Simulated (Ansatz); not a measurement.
# Li2ScBr4, from a guessed structure to a relaxed one

This structure for Li2ScBr4 is made up. Its elements were placed in a known structure type with a cell scaled to their sizes. What cell does the guess relax to, and how far off was it?

Calculated with Ansatz 0.2.0; DFT, PBE, plane-wave PAW, files of the set soft_1, scalar-relativistic, no spin, cell and ions relaxed at zero pressure; PAW set soft_1, in the first sound run; inputs show where later runs differ.

## Step 1: Set-up

The structure is trigonal, space group R-3m (No. 166). Conventional cell: a = 4.469 Å, b = 4.469 Å, c = 34.366 Å, α = 90.00°, β = 90.00°, γ = 120.00°. Nearest to Br lie 4 Li at 2.58 to 2.71 Å. Br has 3 Sc at 2.87 Å nearest. Nearest to Sc lie 6 Br at 2.87 Å. Nearest to Li lie 4 Br at 2.58 to 2.71 Å. Farther neighbours and most contacts between anions are not listed.

## Step 2: Relaxing cell and atoms

The guessed cell has no reason to be at equilibrium. It is relaxed with the atoms, within the space group of the guess.

The input, input.yaml:

```yaml
crystal:
  lattice:
    - [2.2345, 1.290089177, 11.455333333]
    - [-2.2345, 1.290089177, 11.455333333]
    - [0.0, -2.580178353, 11.455333333]
  atoms:
    - { symbol: Br, position: [0.873666667, 0.873666667, 0.873666667] }
    - { symbol: Br, position: [0.370233333, 0.370233333, 0.370233333] }
    - { symbol: Br, position: [0.629766667, 0.629766667, 0.629766667] }
    - { symbol: Br, position: [0.126333333, 0.126333333, 0.126333333] }
    - { symbol: Sc, position: [0.0, 0.0, 0.0] }
    - { symbol: Li, position: [0.794766667, 0.794766667, 0.794766667] }
    - { symbol: Li, position: [0.205233333, 0.205233333, 0.205233333] }
kpoints:
  mp_grid: { grid: [7, 7, 7] }
scf:
  occupations: { method: fermi_dirac, width: 0.05 }
hamiltonian:
  xc: pbe
  pseudopotentials: { kind: paw, azcp: { folder: soft_1 } }
relax:
  f_tol: 0.015
  max_steps: 70
  cell: {}
output:
  forces: true
  stress: true
```

Command:

```console
ansatz run input.yaml --threads 4 --pin off --max-ram 10240MiB --backend cpu --events-out ev --progress --plain --runs-dir out
```

Numbers of over 12 decimals in the logs are rounded to 6 here.

What it wrote:

```text
basis.fft_grid_basis auto: the FFT boxes are laid along the combinations [[1, 0, -1], [0, 1, -1], [0, 0, 1]] of the cell's own vectors, 4.469, 4.469 and 11.742 Å long. The dense box has 30×30×80 points. Along the cell's own vectors, as sized, it would have 80×80×80, 7.11 times as many. Of the 12 symmetry operations that the crystal satisfies within crystal.symmetry.tolerance (time reversal apart; of a slab, those tha [...]
Engine: ansatz 0.2.0, x86_64-unknown-linux-gnu
Pseudopotentials: kind: paw
Pseudopotential: Br, paw, valence charge 7, recommended cutoff 420 eV (normal), soft_1/Br.paw.azcp
Pseudopotential: Sc, paw, valence charge 11, recommended cutoff 420 eV (normal), soft_1/Sc.paw.azcp
Pseudopotential: Li, paw, valence charge 3, recommended cutoff 420 eV (normal), soft_1/Li.paw.azcp
Functional definition: PBE
  parameter kappa = 0.804
  parameter beta = 0.066725
  exchange = pbe_x(kappa = kappa, mu = beta*pi^2/3)
  correlation = pbe_c(beta = beta)
Crystal: 7 atoms, lattice volume = 198.134 Å³
Basis set: ecut = 420 eV, 3885 PW (Γ), FFT grids on a1−a3, a2−a3, a3, exchange–correlation on 60×60×160 points (8 copies of the dense FFT grid, shifted against one another)
Bands: 30, of which v1, the nominal top of the filled ones, is band 23 counted from 1 (22 counted from 0)
Symmetry: 12 space group operations
Space group: R-3m (ITA 166), of the structure as read, at distance tolerance 5.8e-5 Å
k-points: 44 of 343
Non-local potential: Br, projectors of the file, l = 0: 2, l = 1: 2, l = 2: 2
Non-local potential: Sc, projectors of the file, l = 0: 3, l = 1: 2, l = 2: 3, l = 3: 1
Non-local potential: Li, projectors of the file, l = 0: 3, l = 1: 2, l = 2: 1
PAW form: soft (Blöchl's): semilocal exchange-correlation on the pseudo side does not see the compensation charge
PAW one-centre angular grid: Br, 110 points (default); XC on 64 Gauss nodes
PAW one-centre angular grid: Sc, 590 points (default); XC on 64 Gauss nodes
PAW one-centre angular grid: Li, 110 points (default); XC on 96 Gauss nodes
Initial density: superposition of atomic densities (chi_scale 0.1, normalization cell), built separately for each of the 2 bonded fragments (scf.initial_density.interfragment_charge_transfer: auto; true builds it for the cell as a whole; a typed value also counts as a typed key of the start: scf.initial_density.chi_scale says what that changes, if anything)
Initial wavefunctions: pseudopotential atomic-orbital guess
Functional: x = pbe(κ = 0.804, μ = 0.219515), c = pbe(β = 0.066725)
SCF iter   1: F=—  HF=-13690.427158 eV  |F-HF|=—  |Δ(HF+E_count)|=         —  Δρ=6.26e-2  dr2=1.62e1  ethr=3.10e-3  ⟨swp⟩=7.3  Hψ=6021  notcnv=0
preconditioner: auto → Kerker (q_TF=auto, 2.131 Å⁻¹)  [metal: Δε(μ)=0.005 eV  Ē_g=7.518 eV  σ=0.050 eV  W_gap=0.02  n_scr=36 (ndim 8)  ℏωp=15.2 eV  f_vac=0.000  D(μ)=12.22/eV (n_scr^D=132)]
SCF iter   2: F=—  HF=-13688.984368 eV  |F-HF|=—  |Δ(HF+E_count)|=    1.44e0  Δρ=3.53e-2  dr2=5.80e0  ethr=3.10e-3  ⟨swp⟩=2.9  Hψ=2351  notcnv=0  defer=4
SCF iter   3: F=—  HF=-13688.003227 eV  |F-HF|=—  |Δ(HF+E_count)|=   9.81e-1  Δρ=1.38e-2  dr2=8.72e-1  ethr=3.10e-3  ⟨swp⟩=3.2  Hψ=2682  notcnv=0  defer=4
SCF iter   4: F=—  HF=-13687.846046 eV  |F-HF|=—  |Δ(HF+E_count)|=   1.57e-1  Δρ=5.77e-3  dr2=1.60e-1  ethr=1.94e-3  ⟨swp⟩=2.0  Hψ=1762  notcnv=0  defer=4
SCF iter   5: F=—  HF=-13687.825358 eV  |F-HF|=—  |Δ(HF+E_count)|=   2.07e-2  Δρ=1.57e-3  dr2=5.34e-3  ethr=3.56e-4  ⟨swp⟩=3.5  Hψ=2299  notcnv=0  defer=4
SCF iter   6: F=—  HF=-13687.828585 eV  |F-HF|=—  |Δ(HF+E_count)|=   3.23e-3  Δρ=3.68e-4  dr2=5.40e-4  ethr=1.19e-5  ⟨swp⟩=2.1  Hψ=2413  notcnv=0  defer=1
SCF iter   7: F=—  HF=-13687.828918 eV  |F-HF|=—  |Δ(HF+E_count)|=   3.33e-4  Δρ=1.29e-4  dr2=1.58e-4  ethr=1.20e-6  ⟨swp⟩=2.0  Hψ=1869  notcnv=0  defer=1
SCF iter   8: F=—  HF=-13687.828991 eV  |F-HF|=—  |Δ(HF+E_count)|=   7.28e-5  Δρ=7.00e-5  dr2=4.60e-5  ethr=3.50e-7  ⟨swp⟩=2.0  Hψ=1940  notcnv=0  defer=1
SCF iter   9: F=—  HF=-13687.829100 eV  |F-HF|=—  |Δ(HF+E_count)|=   1.09e-4  Δρ=4.21e-5  dr2=2.04e-5  ethr=1.02e-7  ⟨swp⟩=2.0  Hψ=1833  notcnv=0  defer=1
SCF iter  10: F=—  HF=-13687.829096 eV  |F-HF|=—  |Δ(HF+E_count)|=   3.55e-6  Δρ=1.57e-5  dr2=7.45e-6  ethr=4.53e-8  ⟨swp⟩=2.0  Hψ=1499  notcnv=0  defer=1
SCF iter  11: F=—  HF=-13687.829094 eV  |F-HF|=—  |Δ(HF+E_count)|=   2.37e-6  Δρ=9.36e-6  dr2=1.35e-6  ethr=1.66e-8  ⟨swp⟩=2.2  Hψ=1613  notcnv=0  defer=1
SCF iter  12: F=-13687.829094 eV  HF=-13687.829094 eV  |F-HF|=2.79e-8  |Δ(HF+E_count)|=   2.59e-7  Δρ=3.78e-6  dr2=7.13e-8  ethr=2.22e-10  ⟨swp⟩=3.0  Hψ=5133  notcnv=0
SCF 1 converged in 12 iterations: F = -13687.829094 eV  dr2 = 7.13e-8
  greatest PAW one-centre occupation: 1.000 electrons in one spin orbital (limit 2), on the Li atom at site 6 (counted from 0), in its partial waves of l = 0
relax step   1: F+E_penalty+E_count = -13687.82909401 eV  Δ(F+E_penalty+E_count) = +0.000e0 eV  max|allowed force component| = 2.356e-1 eV/Å  Δτ_max = 0.0000 Å  P = -1.361 GPa  Ω = 198.134 Å³  (12 SCF iters, dr2 threshold 1.00e-7 eV, accepted)
Crystal: 7 atoms, lattice volume = 187.850 Å³
Basis set: ecut = 420 eV, 3663 PW (Γ), FFT grids on a1−a3, a2−a3, a3, exchange–correlation on 60×60×160 points (8 copies of the dense FFT grid, shifted against one another)
Initial density: handed on by an earlier stage of this run
Initial wavefunctions: those handed on with the density
iter 1 solved again at ethr=4.98e-4 eV; its pass at ethr=3.10e-3 eV (dr2=2.24e-1 eV) is discarded
SCF iter   1: F=—  HF=-13688.156289 eV  |F-HF|=—  |Δ(HF+E_count)|=         —  Δρ=8.73e-3  dr2=2.25e-1  ethr=4.98e-4  ⟨swp⟩=1.0  Hψ=7653  notcnv=0
preconditioner: auto → LDOS  [metal: Δε(μ)=0.031 eV  Ē_g=6.371 eV  σ=0.050 eV  W_gap=0.15  n_scr=38 (ndim 8)  ℏωp=13.5 eV  f_vac=0.036  D(μ)=6.37/eV (n_scr^D=50)  β→1.0]
SCF iter   2: F=—  HF=-13688.226769 eV  |F-HF|=—  |Δ(HF+E_count)|=   7.05e-2  Δρ=6.23e-3  dr2=2.57e-1  ethr=4.98e-4  ⟨swp⟩=3.3  Hψ=2441  notcnv=0
SCF iter   3: F=—  HF=-13688.147159 eV  |F-HF|=—  |Δ(HF+E_count)|=   7.96e-2  Δρ=1.76e-3  dr2=8.78e-3  ethr=4.98e-4  ⟨swp⟩=2.5  Hψ=2183  notcnv=0
SCF iter   4: F=—  HF=-13688.147007 eV  |F-HF|=—  |Δ(HF+E_count)|=   1.52e-4  Δρ=9.66e-4  dr2=3.97e-3  ethr=1.95e-5  ⟨swp⟩=2.7  Hψ=2390  notcnv=0
SCF iter   5: F=—  HF=-13688.146575 eV  |F-HF|=—  |Δ(HF+E_count)|=   4.32e-4  Δρ=6.45e-4  dr2=1.43e-3  ethr=8.82e-6  ⟨swp⟩=1.7  Hψ=1403  notcnv=0
SCF iter   6: F=—  HF=-13688.146323 eV  |F-HF|=—  |Δ(HF+E_count)|=   2.52e-4  Δρ=1.80e-4  dr2=8.07e-5  ethr=3.17e-6  ⟨swp⟩=2.2  Hψ=2240  notcnv=0
[...]
relax step   6: F+E_penalty+E_count = -13688.48501017 eV  Δ(F+E_penalty+E_count) = -6.055e-3 eV  max|allowed force component| = 2.116e-2 eV/Å  Δτ_max = 0.0428 Å  P = -0.058 GPa  Ω = 196.765 Å³  energy of the carried Pulay correction = +4.042e-5 eV  (7 SCF iters, dr2 threshold 6.57e-7 eV, accepted)
relax step   7: F+E_penalty+E_count = -13688.48679234 eV  Δ(F+E_penalty+E_count) = -1.782e-3 eV  max|allowed force component| = 1.280e-3 eV/Å  Δτ_max = 0.0149 Å  P = -0.005 GPa  Ω = 194.923 Å³  energy of the carried Pulay correction = +9.521e-5 eV  (7 SCF iters, dr2 threshold 1.22e-7 eV, accepted)
relax step   8: F+E_penalty+E_count = -13688.48682864 eV  Δ(F+E_penalty+E_count) = -3.630e-5 eV  max|allowed force component| = 2.577e-3 eV/Å  Δτ_max = 0.0023 Å  P = -0.002 GPa  Ω = 194.614 Å³  energy of the carried Pulay correction = +1.045e-4 eV  (9 SCF iters, accepted)
relax step   9: F+E_penalty+E_count = -13688.49913972 eV  Δ(F+E_penalty+E_count) = -1.231e-2 eV  max|allowed force component| = 2.656e-3 eV/Å  Δτ_max = 0.0000 Å  P = +0.102 GPa  Ω = 194.614 Å³  stress off target by 2.84e-1 GPa  SCF on the basis re-selected at this cell (its energy is not comparable with the rows above)  (8 SCF iters)
relax step  10: F+E_penalty+E_count = -13688.50478162 eV  Δ(F+E_penalty+E_count) = -5.642e-3 eV  max|allowed force component| = 2.768e-2 eV/Å  Δτ_max = 0.0269 Å  P = -0.010 GPa  Ω = 198.946 Å³  energy of the carried Pulay correction = -1.203e-4 eV  (8 SCF iters, dr2 threshold 2.02e-7 eV, accepted)
relax step  11: F+E_penalty+E_count = -13688.50789099 eV  Δ(F+E_penalty+E_count) = -3.109e-3 eV  max|allowed force component| = 2.163e-2 eV/Å  Δτ_max = 0.0431 Å  P = +0.063 GPa  Ω = 203.644 Å³  energy of the carried Pulay correction = -2.480e-4 eV  (8 SCF iters, dr2 threshold 4.79e-8 eV, accepted)
relax step  12: F+E_penalty+E_count = -13688.50841492 eV  Δ(F+E_penalty+E_count) = -5.239e-4 eV  max|allowed force component| = 6.943e-4 eV/Å  Δτ_max = 0.0085 Å  P = +0.001 GPa  Ω = 205.257 Å³  energy of the carried Pulay correction = -2.910e-4 eV  (7 SCF iters, dr2 threshold 3.99e-8 eV, accepted)
relax step  13: F+E_penalty+E_count = -13688.50853982 eV  Δ(F+E_penalty+E_count) = -1.249e-4 eV  max|allowed force component| = 9.927e-4 eV/Å  Δτ_max = 0.0089 Å  P = +0.003 GPa  Ω = 206.689 Å³  energy of the carried Pulay correction = -3.290e-4 eV  (10 SCF iters, accepted)
relax step  14: F+E_penalty+E_count = -13688.50853801 eV  Δ(F+E_penalty+E_count) = +1.818e-6 eV  max|allowed force component| = 1.027e-3 eV/Å  Δτ_max = 0.0025 Å  P = -0.000 GPa  Ω = 207.062 Å³  energy of the carried Pulay correction = -3.389e-4 eV  (9 SCF iters, accepted)
Basis set: ecut = 420 eV, 4057 PW (Γ), FFT grids on a1−a3, a2−a3, a3, exchange–correlation on 60×60×200 points (8 copies of the dense FFT grid, shifted against one another)
iter 1 solved again at ethr=1.10e-6 eV; its pass at ethr=3.10e-3 eV (dr2=4.94e-4 eV) is discarded
SCF iter   1: F=—  HF=-13688.507803 eV  |F-HF|=—  |Δ(HF+E_count)|=         —  Δρ=1.09e-4  dr2=8.85e-7  ethr=1.10e-6  ⟨swp⟩=3.0  Hψ=9680  notcnv=0
eigensolver tolerance schedule: the retry pair's looser diagonalisation over-reported the residual by 557.54 of it (diagonalisation noise at 0.25 of the residual, at the tolerance the schedule requests for it); recorded, not acted on — ethr = c·dr2/N_el stays at c = 1.0e-1
preconditioner: auto → LDOS  [metal: Δε(μ)=0.091 eV  Ē_g=6.814 eV  σ=0.050 eV  W_gap=0.36  n_scr=38 (ndim 8)  ℏωp=12.9 eV  f_vac=0.159  D(μ)=4.27/eV (n_scr^D=32)  β→1.0]
SCF iter   2: F=—  HF=-13688.509037 eV  |F-HF|=—  |Δ(HF+E_count)|=   1.23e-3  Δρ=4.38e-6  dr2=1.03e-7  ethr=1.97e-9  ⟨swp⟩=3.0  Hψ=2787  notcnv=0
SCF iter   3: F=—  HF=-13688.509037 eV  |F-HF|=—  |Δ(HF+E_count)|=   1.83e-7  Δρ=4.43e-6  dr2=1.97e-7  ethr=2.30e-10  ⟨swp⟩=2.0  Hψ=2268  notcnv=0
SCF iter   4: F=—  HF=-13688.509037 eV  |F-HF|=—  |Δ(HF+E_count)|=   5.28e-8  Δρ=7.52e-7  dr2=2.41e-9  ethr=2.30e-10  ⟨swp⟩=2.0  Hψ=1773  notcnv=0
SCF iter   5: F=—  HF=-13688.509037 eV  |F-HF|=—  |Δ(HF+E_count)|=   8.67e-9  Δρ=1.80e-7  dr2=1.40e-10  ethr=5.35e-12  ⟨swp⟩=2.0  Hψ=1880  notcnv=0
SCF iter   6: F=-13688.509037 eV  HF=-13688.509037 eV  |F-HF|=1.82e-11  |Δ(HF+E_count)|=  2.07e-10  Δρ=7.67e-8  dr2=2.28e-11  ethr=1.00e-12  ⟨swp⟩=4.6  Hψ=4293  notcnv=0
SCF 15 converged in 6 iterations: F = -13688.509037 eV  dr2 = 2.28e-11
relax step  15: F+E_penalty+E_count = -13688.50903734 eV  Δ(F+E_penalty+E_count) = -4.993e-4 eV  max|allowed force component| = 1.065e-3 eV/Å  Δτ_max = 0.0000 Å  P = +0.004 GPa  Ω = 207.062 Å³  stress off target by 7.25e-3 GPa  SCF on the basis re-selected at this cell (its energy is not comparable with the rows above)  (6 SCF iters)
basis re-selected at this cell: Δ(F+E_penalty+E_count) = -4.993e-4 eV, ΔP = +0.004 GPa vs the last step (what re-selecting the basis moved, of the pressure what is left beyond the Pulay correction that the steps carried, after the strain that the cell walked since its last selection, with what the two solves' SCF thresholds leave and, on support functions, any second-order correction that the steps lacked; it is no measure of the basis error at this ecutwfc). The dense FFT grid was sized anew with the basis: this SCF ran on 30×30×100 points, the steps before it on 30×30×96, so part of this shift can come from that change (see relax.cell in the input reference). [rest of the remark cut]
SCF converged after 6 iterations
Free energy (F): -13688.509037 eV
Harris-Foulkes:  -13688.509037 eV  (|F-HF|=1.82e-11)
Internal energy: -13688.475966 eV  (E = F + TS)
E sigma→0 (E₀):  -13688.492502 eV
Entropy (-TS):   -0.033071 eV (-4.724 meV/atom)
Fermi energy:    4.580442 eV
--- Per-component energies (eV) ---
  E_band       = -522.973080
  E_kinetic    = 768.906863
  E_local      = -3130.816328  (includes V_loc(G=0)·N_el)
  E_nonlocal   = 310.868621
  E_hartree    = 1161.839840
  E_xc         = -892.751337
  E_vxc        = -565.771103  (∫ρ·V_xc dr)
  E_paw        = -10294.274333  (= ΣΔE_a)
  E_vpaw       = -229.841585  (= ΣTr[D̂ρ^β])
  E_aug_tail   = 0.000554  (compensation charges beyond the density's cutoff)
  E_ewald      = -1612.249846
  E_smearing   = -0.033071  (= −TS)
  E_closure    = 0.000000  (closes the sum)
  Σ components = -13688.509037   (vs F -13688.509037, Δ=0.00e0)
--- Forces (eV/Å), atoms counted from 1 ---
  atom   1  Br     0.00000000     0.00000000     0.00015229
  atom   2  Br     0.00000000    -0.00000000    -0.00106479
  atom   3  Br    -0.00000000     0.00000000     0.00106479
  atom   4  Br    -0.00000000    -0.00000000    -0.00015229
  atom   5  Sc     0.00000000     0.00000000     0.00000000
  atom   6  Li    -0.00000000     0.00000000     0.00037827
  atom   7  Li     0.00000000    -0.00000000    -0.00037827
  max |Σ_I F_I| component: 9.25e-18 eV/Å
--- Stress (GPa, compression-positive) ---
        0.001678       0.000000       0.000000
        0.000000       0.001678       0.000000
        0.000000       0.000000       0.007246
  P = ⅓ Tr σ = 0.0035 GPa (0.035 kbar)
--- Relaxed structure (13 steps of the walk, 13 accepted, 2 SCFs on fresh bases) ---
  F+E_penalty+E_count = -13688.50903734 eV   max|allowed force component| = 1.065e-3 eV/Å   (the final SCF, on the basis selected at the relaxed cell)
  cell:  # Å, volume = 207.0623 Å³
    - [2.021294, 1.166995, 14.630233]
    - [-2.021294, 1.166995, 14.630233]
    - [0, -2.333990, 14.630233]
  atoms:
    - { symbol: Br, position: [0.870658, 0.870658, 0.870658] }
    - { symbol: Br, position: [0.368681, 0.368681, 0.368681] }
    - { symbol: Br, position: [0.631319, 0.631319, 0.631319] }
    - { symbol: Br, position: [0.129342, 0.129342, 0.129342] }
    - { symbol: Sc, position: [1.0005440688894681e-19, 1.0005440688894772e-19, 1.0005440688719673e-19] }
    - { symbol: Li, position: [0.810717, 0.810717, 0.810717] }
    - { symbol: Li, position: [0.189283, 0.189283, 0.189283] }
```

The job ended after 31 s (4 threads of Intel Xeon 6975P-C (Granite Rapids), shared host; peak memory 0.73 GiB).

This run has no spin polarisation although its electron count is odd.

The steps of the relaxation:

```tsv
step	energy less that of the first step (eV)	largest force component (eV/Å)	pressure (GPa)	volume (Å³)
1	0.0000	0.2356	-1.36	198.13
2	-0.3173	0.2314	-1.03	187.85
3	-0.5251	0.0613	0.20	182.55
4	-0.6109	0.0720	0.27	183.37
5	-0.6499	0.0491	0.10	190.54
6	-0.6559	0.0212	-0.06	196.76
7	-0.6577	0.0013	0.00	194.92
8	-0.6577	0.0026	0.00	194.61
9*	-0.6700	0.0027	0.10	194.61
10	-0.6757	0.0277	-0.01	198.95
11	-0.6788	0.0216	0.06	203.64
12	-0.6793	0.0007	0.00	205.26
13	-0.6794	0.0010	0.00	206.69
14	-0.6794	0.0010	0.00	207.06
15*	-0.6799	0.0011	0.00	207.06
```

Relaxation steps marked * repeat the geometry before them on a plane-wave basis chosen anew for their cell, so energy and pressure can jump there.

Forces are held to the 12 operations that the run works with; a distortion that breaks them can't arise in this run.

```tsv
cell as run	before	after	change
a (Å)	11.742	14.815	+26.2 %
b (Å)	11.742	14.815	+26.2 %
c (Å)	11.742	14.815	+26.2 %
α (°)	21.94	15.68	-28.5 %
β (°)	21.94	15.68	-28.5 %
γ (°)	21.94	15.68	-28.5 %
volume (Å³/atom)	28.30	29.58	+4.5 %
```

The atoms that moved most (Å, as changes of fractional coordinates times the final cell):

```tsv
atom	dx	dy	dz	length
Li6	0.000	0.000	0.700	0.700
Li7	0.000	0.000	-0.700	0.700
Br1	0.000	0.000	-0.132	0.132
Br4	0.000	0.000	0.132	0.132
Br3	0.000	0.000	0.068	0.068
Br2	0.000	0.000	-0.068	0.068
```

The relaxed structure:

```cif
data_structure
_symmetry_space_group_name_H-M 'P 1'
_symmetry_Int_Tables_number 1
_cell_length_a 14.8152
_cell_length_b 14.8152
_cell_length_c 14.8152
_cell_angle_alpha 15.683
_cell_angle_beta 15.683
_cell_angle_gamma 15.683
_cell_volume 207.06
loop_
_atom_site_label
_atom_site_type_symbol
_atom_site_fract_x
_atom_site_fract_y
_atom_site_fract_z
_atom_site_occupancy
Br1 Br 0.87066 0.87066 0.87066 1
Br2 Br 0.36868 0.36868 0.36868 1
Br3 Br 0.63132 0.63132 0.63132 1
Br4 Br 0.12934 0.12934 0.12934 1
Sc5 Sc 0.00000 0.00000 0.00000 1
Li6 Li 0.81072 0.81072 0.81072 1
Li7 Li 0.18928 0.18928 0.18928 1
```

Numbers from this step:

```
free energy             : -13688.5090 eV
energy at zero smearing : -13688.4925 eV
smearing term TS        : 0.03307 eV
Fermi energy            : 4.580 eV
electrons               : 45
symmetry operations     : 12
pressure                : 0.003534 GPa
```

The shortest distance of each pair, which need not be the same contact before and after:

```tsv
pair	guess (Å)	relaxed (Å)
Br–Li	2.581	2.422
Br–Sc	2.875	2.803
Li–Li	3.699	3.064
Br–Br	3.618	3.883
Sc–Sc	4.469	4.043
```

The relaxation ends with a largest force component of 0.0011 eV/Å and a pressure of 0.00 GPa.

(Part 1 of 2 ends here.)

[Logs are printed without paths, hosts, clocks, repeated set-up lines and the standing remarks that a program may print on its own settings, such as how far it seeks lower states.]

[Hosts, paths, dates, database ids (printed as entryN), source tags and the programs' standing remarks are cut or masked in the printed files.]
